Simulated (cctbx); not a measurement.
# Absolute structure of Li5Si2NiS8

Space group C2 (no. 5), a = 8.7910 Å, b = 9.1090 Å, c = 7.5450 Å, α = 90.00°, β = 90.15°, γ = 90.00°.

```csv
atom,mult.,x,y,z,Ueq (Å²)
Ni1,2,1/2,0.1761,0,0.0045
S1,4,0.7008,0.0022,0.5364,0.0051
S2,4,0.6918,0.0031,0.9638,0.0060
S3,4,0.5330,0.6758,0.2555,0.0055
S4,4,0.5423,0.3278,0.2457,0.0057
Si1,4,0.8275,0.0106,0.7446,0.0052
Li1,4,0.8175,0.0138,0.2578,0.0072
Li2,2,1/2,0.8193,1/2,0.0067
Li3,2,1/2,0.1648,1/2,0.0082
Li4,2,1/2,0.8015,0,0.0088
```

This is a model crystal, built by substitution and not relaxed, with assumed displacement parameters.

Data sets are simulated with cctbx and refined with Bijvoet mates kept apart; Flack x is then fitted as the share of an inverted twin with the atoms fixed, Hooft y from the Bijvoet differences. The group has rotations alone, so the crystal has a hand.

Untwinned crystal. What Flack and Hooft values should come out?

| λ (Å) | extinction (unmodelled) | d min (Å) | top counts | error (%) | model | R1 | Flack x | s.u. | Hooft y | s.u. | pairs |
| --- | --- | --- | --- | --- | --- | --- | --- | --- | --- | --- | --- |
| 0.71073 | 0 | 0.77 | 5000 | 4 | as given | 0.0264 | -0.021 | 0.018 | -0.023 | 0.021 | 642 |
| 0.71073 | 0 | 0.77 | 5000 | 4 | inverted | 0.0482 | 1.012 | 0.019 | 1.031 | 0.021 | 642 |
| 1.54184 | 0.3 | 0.83 | 40000 | 4 | as given | 0.0164 | 0.03 | 0.02 | 0.029 | 0.028 | 502 |

With Mo Kα, x is within 3 s.u. of 0, so the hand is right. With Cu Kα, x is within 3 s.u. of 0, so the hand is right. Inverting the model turns x into about 1 − x.

A further crystal gives:

| λ (Å) | extinction (unmodelled) | d min (Å) | top counts | error (%) | model | R1 | Flack x | s.u. | Hooft y | s.u. | pairs |
| --- | --- | --- | --- | --- | --- | --- | --- | --- | --- | --- | --- |
| 0.71073 | 0 | 0.8 | 5000 | 2 | as given | 0.0281 | 0.28 | 0.02 | 0.280 | 0.023 | 571 |

**Question.** What is it?

It was simulated as an inversion twin with a fraction 0.3 of the inverted domain. Flack x is over 3 s.u. from both 0 and 1 and reads that fraction.

[Logs are printed without paths, hosts, clocks, repeated set-up lines and the standing remarks that a program may print on its own settings, such as how far it seeks lower states.]
